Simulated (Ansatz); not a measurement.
## Tc of Ru (P6_3/mmc) from its phonons

Wanted: λ, ω_log and Tc of Ru (P6_3/mmc). The cell shown first is a relaxed one, from steps not shown here.

Calculated with Ansatz 0.2.0; DFT PBE, scalar-relativistic, plane waves, PAW; PAW set soft_1.

**Measured values to reproduce.**

“List of superconductors” (2026, Wikipedia's table of superconducting elements, as read in December) quotes from earlier work for Ru (bulk crystal): superconducting transition temperature (bulk, normal pressure) 0.49 K.

## Step 1: The cell after earlier relaxation steps

Symmetry: P6_3/mmc, No. 194, hexagonal system. Conventional cell: a = 2.719 Å, b = 2.719 Å, c = 4.296 Å, α = 90.00°, β = 90.00°, γ = 120.00°. Nearest to Ru lie 12 Ru at 2.66 to 2.72 Å.

As a file:

```cif
data_structure
_symmetry_space_group_name_H-M 'P 1'
_symmetry_Int_Tables_number 1
_cell_length_a 2.7195
_cell_length_b 2.7195
_cell_length_c 4.2964
_cell_angle_alpha 90.000
_cell_angle_beta 90.000
_cell_angle_gamma 120.000
_cell_volume 27.52
loop_
_atom_site_label
_atom_site_type_symbol
_atom_site_fract_x
_atom_site_fract_y
_atom_site_fract_z
_atom_site_occupancy
Ru1 Ru 0.33333 0.66667 0.25000 1
Ru2 Ru 0.66667 0.33333 0.75000 1
```

## Step 2: Resistivity: q 6×6×3, k 18×18×9, scattering 24×24×12

The run that gives the couplings also evaluates McMillan's and Allen and Dynes's formulas and, where asked, the Eliashberg equations, over a range of μ*.

input.yaml reads:

```yaml
crystal:
  lattice:
    - [2.7194809999, 0.0, 0.0]
    - [-1.3597405, 2.355139631, 0.0]
    - [0.0, 0.0, 4.2964067716]
  atoms:
    - { symbol: Ru, position: [0.3333333333, 0.6666666667, 0.25] }
    - { symbol: Ru, position: [0.6666666667, 0.3333333333, 0.75] }
kpoints:
  mp_grid: { grid: [18, 18, 9] }
hamiltonian:
  xc: pbe
  pseudopotentials: { kind: paw, azcp: { folder: soft_1 } }
scf:
  occupations: { method: methfessel_paxton, width: 0.2 }
output:
  eigenvalues: true
phonons:
  method: dfpt
  qmesh: [6, 6, 3]
  temperatures: { t_max: 1000, t_step: 50 }
  qpath:
    path:
      - [[0.0, 0.0, 0.0], [0.5, 0.0, 0.0], [0.33333333, 0.33333333, 0.0], [0.0, 0.0, 0.0], [0.0, 0.0, 0.5], [0.5, 0.0, 0.5], [0.33333333, 0.33333333, 0.5], [0.0, 0.0, 0.5]]
      - [[0.5, 0.0, 0.5], [0.5, 0.0, 0.0]]
    npoints: 6
  electrical_resistivity:
    mesh: [24, 24, 12]
    temperatures: [20.0, 50.0, 80.0, 100.0, 150.0, 200.0, 273.0, 300.0, 400.0, 500.0, 600.0, 800.0]
  superconductivity: { mesh: [24, 24, 12] }
```

Started as:

```
ansatz run input.yaml --threads 16 --pin off --max-ram 92160MiB --backend cuda --events-out ev --progress --plain --runs-dir out --max-vram 78GiB
```

Numbers of over 12 decimals in the logs are rounded to 6 here.

Output:

```text
Engine: ansatz 0.2.0, aarch64-unknown-linux-gnu
Pseudopotentials: kind: paw
Pseudopotential: Ru, paw, valence charge 16, recommended cutoff 420 eV (normal), soft_1/Ru.paw.azcp
Functional definition: PBE
  parameter kappa = 0.804
  parameter beta = 0.066725
  exchange = pbe_x(kappa = kappa, mu = beta*pi^2/3)
  correlation = pbe_c(beta = beta)
[...]
Crystal: 2 atoms, lattice volume = 27.517 Å³
Basis set: ecut = 420 eV, 537 PW (Γ), exchange–correlation on 40×40×60 points (8 copies of the dense FFT grid, shifted against one another)
Bands: 20, of which v1, the nominal top of the filled ones, is band 16 counted from 1 (15 counted from 0)
Symmetry: 24 space group operations
k-points: 185 of 2916
Non-local potential: Ru, projectors of the file, l = 0: 3, l = 1: 2, l = 2: 2, l = 3: 1
PAW form: soft (Blöchl's): semilocal exchange-correlation on the pseudo side does not see the compensation charge
PAW one-centre angular grid: Ru, 590 points (default); XC on 64 Gauss nodes
Initial density: superposition of atomic densities (chi_scale 0.1, normalization cell)
Initial wavefunctions: pseudopotential atomic-orbital guess
[...]
Functional: x = pbe(κ = 0.804, μ = 0.219515), c = pbe(β = 0.066725)
[...]
SCF iter   1: F=—  HF=-11758.729144 eV  |F-HF|=—  |Δ(HF+E_count)|=         —  Δρ=1.22e-1  dr2=3.97e0  ethr=3.10e-3  ⟨swp⟩=5.0  Hψ=32598  notcnv=0
automatic band count: the SCF goes on with 24 bands, as 20 were too few: they end inside the smearing window of the response
preconditioner: auto → none  [metal: Δε(μ)=0.019 eV  Ē_g=11.376 eV  σ=0.200 eV  W_gap=0.08  n_scr=8 (ndim 8)  ℏωp=28.3 eV  f_vac=0.000  D(μ)=1.58/eV (n_scr^D=22)  sad-step TF]
SCF iter   2: F=—  HF=-11757.863630 eV  |F-HF|=—  |Δ(HF+E_count)|=   8.66e-1  S|Δr|=    0.00e0  Δρ=7.00e-2  dr2=1.31e0  ethr=3.10e-3  ⟨swp⟩=2.8  Hψ=8842  notcnv=0  defer=184
[...]
SCF iter   8: F=-11757.467183 eV  HF=-11757.467183 eV  |F-HF|=5.46e-12  |Δ(HF+E_count)|=  4.00e-10  S|Δr|=    0.00e0  Δρ=1.06e-7  dr2=1.64e-12  ethr=1.00e-12  ⟨swp⟩=7.4  Hψ=22986  notcnv=0
SCF 1 converged in 8 iterations: F = -11757.467183 eV  dr2 = 1.64e-12
  greatest PAW one-centre occupation: 1.000 electrons in one spin orbital (limit 2), on the Ru atom at site 1 (counted from 0), in its partial waves of l = 0
[...]
NSCF: frozen V_eff on 185 k-points, pencils in batches of 32, up to order 96
[...]
NSCF: frozen V_eff on 185 k-points
[...]
DFPT response loops at q = (0, 0, 0) (fractional): preconditioner auto → Kerker (q_TF=auto, 2.798 Å⁻¹) (partly filled bands, converged f_vac=0.000); β = 1.00, the filter's whole step (`scf.mixing.beta` (0.50) is not read by the response loops under this deck's `scf.mixing.preconditioner`; to damp them name `kerker` or `kerker_dos`, under which they read `scf.mixing.beta`, and type it under 1.00, their step now; both keys bind the ground state too); Anderson in place of MSR1; while a model of the screening serves, it and β = 1 on shorter waves in the place of filter and β
[...]
NSCF: frozen V_eff on 185 k-points
[...]
DFPT response loops at q = (0, 0, 0.333333) (fractional): mixed as the last ones told, above
[...]
DFPT response loops at q = (0, 0.166667, 0) (fractional): mixed as the last ones told, above
[...]
DFPT response loops at q = (0, 0.166667, 0.333333) (fractional): mixed as the last ones told, above
[...]
DFPT response loops at q = (0, 0.333333, 0) (fractional): mixed as the last ones told, above
[...]
DFPT response loops at q = (0, 0.333333, 0.333333) (fractional): mixed as the last ones told, above
[...]
DFPT response loops at q = (0, -0.5, 0) (fractional): mixed as the last ones told, above
[...]
DFPT response loops at q = (0, -0.5, 0.333333) (fractional): mixed as the last ones told, above
[...]
DFPT response loops at q = (0.166667, 0.166667, 0) (fractional): mixed as the last ones told, above
[...]
DFPT response loops at q = (0.166667, 0.166667, 0.333333) (fractional): mixed as the last ones told, above
[...]
DFPT response loops at q = (0.166667, 0.333333, 0) (fractional): mixed as the last ones told, above
[...]
SCF 2 converged in 8 iterations: F = -11757.467183 eV  dr2 = 1.64e-12
[...]
SCF converged after 8 iterations
[...]
Hall coefficient in a weak field at 50 K (a third of the trace): 1.643e-10 m³/C (as a tensor it moves by 11.1 % between the two finest meshes); by each state's relaxation time: 1.672e-10 m³/C; by a constant relaxation time: 9.351e-11 m³/C
  mean free path at 80 K (of a tensor a third of its trace): 98.3 nm by what each carries, 73.6 by the Fermi surface alone
  Hall coefficient in a weak field at 80 K (a third of the trace): 1.861e-10 m³/C (as a tensor it moves by 7.7 % between the two finest meshes); by each state's relaxation time: 1.636e-10 m³/C; by a constant relaxation time: 9.311e-11 m³/C
  mean free path at 100 K (of a tensor a third of its trace): 51.9 nm by what each carries, 39.7 by the Fermi surface alone
  Hall coefficient in a weak field at 100 K (a third of the trace): 1.913e-10 m³/C (as a tensor it moves by 7.2 % between the two finest meshes); by each state's relaxation time: 1.579e-10 m³/C; by a constant relaxation time: 9.291e-11 m³/C
  mean free path at 150 K (of a tensor a third of its trace): 21.8 nm by what each carries, 17.4 by the Fermi surface alone
  Hall coefficient in a weak field at 150 K (a third of the trace): 1.909e-10 m³/C (as a tensor it moves by 6.9 % between the two finest meshes); by each state's relaxation time: 1.488e-10 m³/C; by a constant relaxation time: 9.265e-11 m³/C
  mean free path at 200 K (of a tensor a third of its trace): 13.9 nm by what each carries, 11.3 by the Fermi surface alone
  Hall coefficient in a weak field at 200 K (a third of the trace): 1.882e-10 m³/C (as a tensor it moves by 6.9 % between the two finest meshes); by each state's relaxation time: 1.452e-10 m³/C; by a constant relaxation time: 9.255e-11 m³/C
  mean free path at 273 K (of a tensor a third of its trace): 9.27 nm by what each carries, 7.61 by the Fermi surface alone
  Hall coefficient in a weak field at 273 K (a third of the trace): 1.862e-10 m³/C (as a tensor it moves by 7.0 % between the two finest meshes); by each state's relaxation time: 1.434e-10 m³/C; by a constant relaxation time: 9.248e-11 m³/C
  mean free path at 300 K (of a tensor a third of its trace): 8.29 nm by what each carries, 6.82 by the Fermi surface alone
  Hall coefficient in a weak field at 300 K (a third of the trace): 1.857e-10 m³/C (as a tensor it moves by 7.0 % between the two finest meshes); by each state's relaxation time: 1.430e-10 m³/C; by a constant relaxation time: 9.246e-11 m³/C
  mean free path at 400 K (of a tensor a third of its trace): 6.01 nm by what each carries, 4.95 by the Fermi surface alone
  Hall coefficient in a weak field at 400 K (a third of the trace): 1.848e-10 m³/C (as a tensor it moves by 7.1 % between the two finest meshes); by each state's relaxation time: 1.424e-10 m³/C; by a constant relaxation time: 9.243e-11 m³/C
  mean free path at 500 K (of a tensor a third of its trace): 4.74 nm by what each carries, 3.90 by the Fermi surface alone
  Hall coefficient in a weak field at 500 K (a third of the trace): 1.842e-10 m³/C (as a tensor it moves by 7.1 % between the two finest meshes); by each state's relaxation time: 1.420e-10 m³/C; by a constant relaxation time: 9.239e-11 m³/C
  mean free path at 600 K (of a tensor a third of its trace): 3.93 nm by what each carries, 3.22 by the Fermi surface alone
  Hall coefficient in a weak field at 600 K (a third of the trace): 1.837e-10 m³/C (as a tensor it moves by 7.0 % between the two finest meshes); by each state's relaxation time: 1.417e-10 m³/C; by a constant relaxation time: 9.234e-11 m³/C
  mean free path at 800 K (of a tensor a third of its trace): 2.93 nm by what each carries, 2.40 by the Fermi surface alone
  Hall coefficient in a weak field at 800 K (a third of the trace): 1.826e-10 m³/C (as a tensor it moves by 7.0 % between the two finest meshes); by each state's relaxation time: 1.410e-10 m³/C; by a constant relaxation time: 9.222e-11 m³/C
  the resistivity times a path that all electrons share, by the Fermi surface of the deck's mesh alone (a third of the trace): 4.690e-16 Ω·m²
  not converged in the mesh (λ; λ_tr; the resistivity at 20 K by 22.41 %; the resistivity at 50 K by 14.15 %; the resistivity at 80 K by 12.97 %; the resistivity at 100 K by 12.58 %; the resistivity at 150 K by 12.21 %; the resistivity at 200 K by 12.02 %; the resistivity at 273 K by 11.78 %; the resistivity at 300 K by 11.69 %; the resistivity at 400 K by 11.37 %; the resistivity at 500 K by 11.10 %; the resistivity [...]
  vibrations of 108 cells: unjudged by the run; compare a larger repeat
  the changes of the potential over all sites missed a rigid shift's by 0.00 % (the site terms' by 0.00 %)
  at the force constants' own smearing the fine mesh and the k-points of their solves give squared frequencies that differ by 3.5 % of the larger at the most, at (0.3333, 0.3333, 0)
--- Superconductivity: potentials and phonons of a 6×6×3 supercell ---
           mesh         λ    ħω_log (meV)  μ* declared at (meV)
       24×24×12    0.4622          23.128               24.023
        12×12×6    0.4566          23.148               24.023
          6×6×3    0.5004          23.075               23.929
  λ by the species' shares of the modes' patterns: Ru 0.4622
  with the Fermi level up to 31.9 meV (the hardest mode) off, states and modes as they are: density of states 0.8327 to 0.8476 /eV of one spin and cell, λ 0.4544 to 0.4665
  transition temperature on the deck's mesh (K), isotropic and anisotropic, restricted to the Fermi surface (FSR) and over the full bandwidth (FBW), and the last with the density of states resolved in a narrower window:
        μ*   McMillan   Allen–Dynes      iso. FSR      iso. FBW    aniso. FSR    aniso. FBW  narrow window
      0.08      3.245         3.307         3.164         3.162         3.287         3.283          3.283
      0.10      2.341         2.382         2.226         2.224         2.339         2.336          2.336
      0.12      1.599         1.625         1.482         1.481         1.582         1.580          1.580
      0.13      1.289         1.309         1.180         1.179         1.272         1.271          1.271
      0.14      1.019         1.034         0.922         0.921         1.006         1.004          1.005
      0.16      0.593         0.601         0.525         0.524         0.592         0.591          0.591
      0.20      0.134         0.135         0.117         0.116         0.149         0.148          0.148
  isotope coefficients −∂ln Tc/∂ln M under μ* = 0.13, the force constants as they are, of the isotropic transitions restricted to the Fermi surface and over the full bandwidth: Ru 0.300 and 0.299
  gaps at the Fermi level over the full bandwidth under μ* = 0.1, 0.584 K: 0.214 to 0.421 meV
  gaps at the Fermi level over the full bandwidth under μ* = 0.13, 0.318 K: 0.103 to 0.234 meV
  gaps at the Fermi level over the full bandwidth under μ* = 0.16, 0.148 K: 0.041 to 0.112 meV
  not converged in the mesh (the transition temperature): between neighbouring meshes, the two finest first, λ moves by 1.20 % and 9.58 % and the anisotropic transition temperature over the full bandwidth at μ* = 0.13 by 6.12 % and 65.95 %; converged means that the two finest part by at most 2.00 % and 5.00 %
  vibrations of 108 cells: unjudged by the run; compare a larger repeat
  the changes of the potential over all sites missed a rigid shift's by 0.00 % (the site terms' by 0.00 %)
  at the force constants' own smearing the fine mesh and the k-points of their solves give squared frequencies that differ by 3.5 % of the larger at the most, at (0.3333, 0.3333, 0)
```

Elapsed: 1.8 min, on 1 × NVIDIA GB200 with 16 threads of Arm Neoverse V2, shared host; peak memory 7.4 GiB.

The column dr2 measures how far the density is from self-consistency, as an energy; F and HF (Harris–Foulkes) agree once it is small.

Numbers from this step:

| Property | Result |
| --- | --- |
| volume per atom | 13.76 Å³/atom |
| metallic on mesh | yes |
| gap on the k-mesh | 0 eV |
| zero-point energy | 0.07158 eV/cell |
| share of imaginary modes in the plain interpolation between solved wavevectors | 0 |
| highest frequency, solved or plainly interpolated | 260.0 cm⁻¹ |
| Debye temperature (second moment) | 365 K |
| resistivity at 300 K | 6.872 μΩ cm, mean of the axes |
| coupling constant λ | 0.4622 |
| density of states at the Fermi level | 0.8429 states/eV a spin and cell |
| log mean phonon energy ħω_log | 23.13 meV |
| transport coupling constant λ_tr | 0.4938, 0.4938, 0.4579 (xx, yy, zz) |
| Drude plasma energy | 8.365, 8.365, 9.294 eV (xx, yy, zz) |
| resistivity times mean free path | 5.117, 5.117, 3.836 × 10⁻¹⁶ Ω m² (xx, yy, zz) |
| second-moment phonon energy ħω₂ | 24.02 meV |
| coupling λ by branch | 0.0882, 0.0842, 0.0866, 0.072, 0.068, 0.0631 (branches by rank of frequency) |

Transition temperatures:

```tsv
μ*	McMillan Tc (K)	Allen–Dynes Tc (K)	isotropic Fermi-surface Tc (K)	isotropic full bandwidth Tc (K)	anisotropic Fermi-surface Tc (K)	anisotropic full bandwidth Tc (K)	anisotropic narrow window Tc (K)
0.08	3.25	3.31	3.16	3.16	3.29	3.28	3.28
0.1	2.34	2.38	2.23	2.22	2.34	2.34	2.34
0.12	1.6	1.62	1.48	1.48	1.58	1.58	1.58
0.13	1.29	1.31	1.18	1.18	1.27	1.27	1.27
0.14	1.02	1.03	0.922	0.921	1.01	1	1
0.16	0.593	0.601	0.525	0.524	0.592	0.591	0.591
0.2	0.134	0.135	0.117	0.116	0.149	0.148	0.148
```

## Step 3: Electron–phonon run: q 6×6×3, k 24×24×12, scattering 36×36×16

The next rung changes the k mesh of the density and its response; the scattering mesh, which samples the Fermi surface.

Changes to input.yaml since step 2:

```diff
@@ -9,3 +9,3 @@
 kpoints:
-  mp_grid: { grid: [18, 18, 9] }
+  mp_grid: { grid: [24, 24, 12] }
 hamiltonian:
@@ -27,4 +27,4 @@
   electrical_resistivity:
-    mesh: [24, 24, 12]
+    mesh: [36, 36, 16]
     temperatures: [20.0, 50.0, 80.0, 100.0, 150.0, 200.0, 273.0, 300.0, 400.0, 500.0, 600.0, 800.0]
-  superconductivity: { mesh: [24, 24, 12] }
+  superconductivity: { mesh: [36, 36, 16] }
```

Output:

```text
[...]
Crystal: 2 atoms, lattice volume = 27.517 Å³
Basis set: ecut = 420 eV, 537 PW (Γ), exchange–correlation on 40×40×60 points (8 copies of the dense FFT grid, shifted against one another)
Bands: 20, of which v1, the nominal top of the filled ones, is band 16 counted from 1 (15 counted from 0)
Symmetry: 24 space group operations
k-points: 427 of 6912
[...]
SCF iter   1: F=—  HF=-11758.729080 eV  |F-HF|=—  |Δ(HF+E_count)|=         —  Δρ=1.22e-1  dr2=3.96e0  ethr=3.10e-3  ⟨swp⟩=4.8  Hψ=74537  notcnv=0
[...]
SCF iter   2: F=—  HF=-11757.871144 eV  |F-HF|=—  |Δ(HF+E_count)|=   8.58e-1  S|Δr|=    0.00e0  Δρ=7.05e-2  dr2=1.33e0  ethr=3.10e-3  ⟨swp⟩=2.8  Hψ=20242  notcnv=0  defer=544
[...]
SCF iter   8: F=-11757.466330 eV  HF=-11757.466330 eV  |F-HF|=3.64e-12  |Δ(HF+E_count)|=  5.04e-10  S|Δr|=    0.00e0  Δρ=1.75e-7  dr2=4.92e-12  ethr=1.00e-12  ⟨swp⟩=7.6  Hψ=53942  notcnv=0
SCF 1 converged in 8 iterations: F = -11757.466330 eV  dr2 = 4.92e-12
[...]
NSCF: frozen V_eff on 427 k-points, pencils in batches of 32, up to order 96
[...]
NSCF: frozen V_eff on 427 k-points
[...]
SCF 2 converged in 8 iterations: F = -11757.466330 eV  dr2 = 4.96e-12
[...]
SCF converged after 8 iterations
[...]
vibrations of 108 cells: unjudged by the run; compare a larger repeat
[...]
--- Superconductivity: potentials and phonons of a 6×6×3 supercell ---
           mesh         λ    ħω_log (meV)  μ* declared at (meV)
       36×36×16    0.4566          23.105               23.996
        18×18×8    0.4512          23.120               24.014
          9×9×4    0.4622          23.094               23.967
  λ by the species' shares of the modes' patterns: Ru 0.4566
[...]
0.08      3.092         3.150         3.013         3.011         3.134         3.129          3.130
      0.10      2.213         2.251         2.102         2.101         2.213         2.209          2.210
      0.12      1.496         1.520         1.386         1.385         1.483         1.481          1.481
      0.13      1.199         1.217         1.096         1.096         1.186         1.184          1.184
      0.14      0.941         0.955         0.850         0.850         0.932         0.931          0.931
      0.16      0.538         0.545         0.476         0.476         0.540         0.540          0.540
      0.20      0.115         0.116         0.100         0.100         0.130         0.130          0.130
[...]
vibrations of 108 cells: unjudged by the run; compare a larger repeat
[...]
```

Elapsed: 4.3 min, on 1 × NVIDIA GB200 with 16 threads; peak memory 18 GiB; 48 min of CPU time.

Numbers from this step:

```
zero-point energy                                 : 0.07143 eV/cell
highest frequency, solved or plainly interpolated : 258 cm⁻¹
Debye temperature (second moment)                 : 364 K
resistivity at 300 K                              : 6.867 μΩ cm, mean of the axes
coupling constant λ                               : 0.4566
density of states at the Fermi level              : 0.8258 states/eV a spin and cell
log mean phonon energy ħω_log                     : 23.1 meV
transport coupling constant λ_tr                  : 0.4842, 0.4842, 0.4564 (xx, yy, zz)
Drude plasma energy                               : 8.269, 8.269, 9.29 eV (xx, yy, zz)
resistivity times mean free path                  : 5.253, 5.253, 3.841 × 10⁻¹⁶ Ω m² (xx, yy, zz)
second-moment phonon energy ħω₂                   : 24.00 meV
coupling λ by branch                              : 0.0863, 0.0837, 0.0864, 0.0713, 0.0671, 0.0618 (branches by rank of frequency)
```

Transition temperatures:

```tsv
μ*	McMillan Tc (K)	Allen–Dynes Tc (K)	isotropic Fermi-surface Tc (K)	isotropic full bandwidth Tc (K)	anisotropic Fermi-surface Tc (K)	anisotropic full bandwidth Tc (K)	anisotropic narrow window Tc (K)
0.08	3.09	3.15	3.01	3.01	3.13	3.13	3.13
0.1	2.21	2.25	2.1	2.1	2.21	2.21	2.21
0.12	1.5	1.52	1.39	1.39	1.48	1.48	1.48
0.13	1.2	1.22	1.1	1.1	1.19	1.18	1.18
0.14	0.941	0.955	0.85	0.85	0.932	0.931	0.931
0.16	0.538	0.545	0.476	0.476	0.54	0.54	0.54
0.2	0.115	0.116	0.1	0.1	0.13	0.13	0.13
```

For the coupling constant λ, step 2 gave 0.462; this run, with k-mesh 24×24×12 and scattering mesh 36×36×16, gives 0.457.

[end of part 1 of 2]

[Logs are printed without paths, hosts, clocks, repeated set-up lines and the standing remarks that a program may print on its own settings, such as how far it seeks lower states.]

[Hosts, paths, dates, database ids (printed as entryN), source tags and the programs' standing remarks are cut or masked in the printed files.]
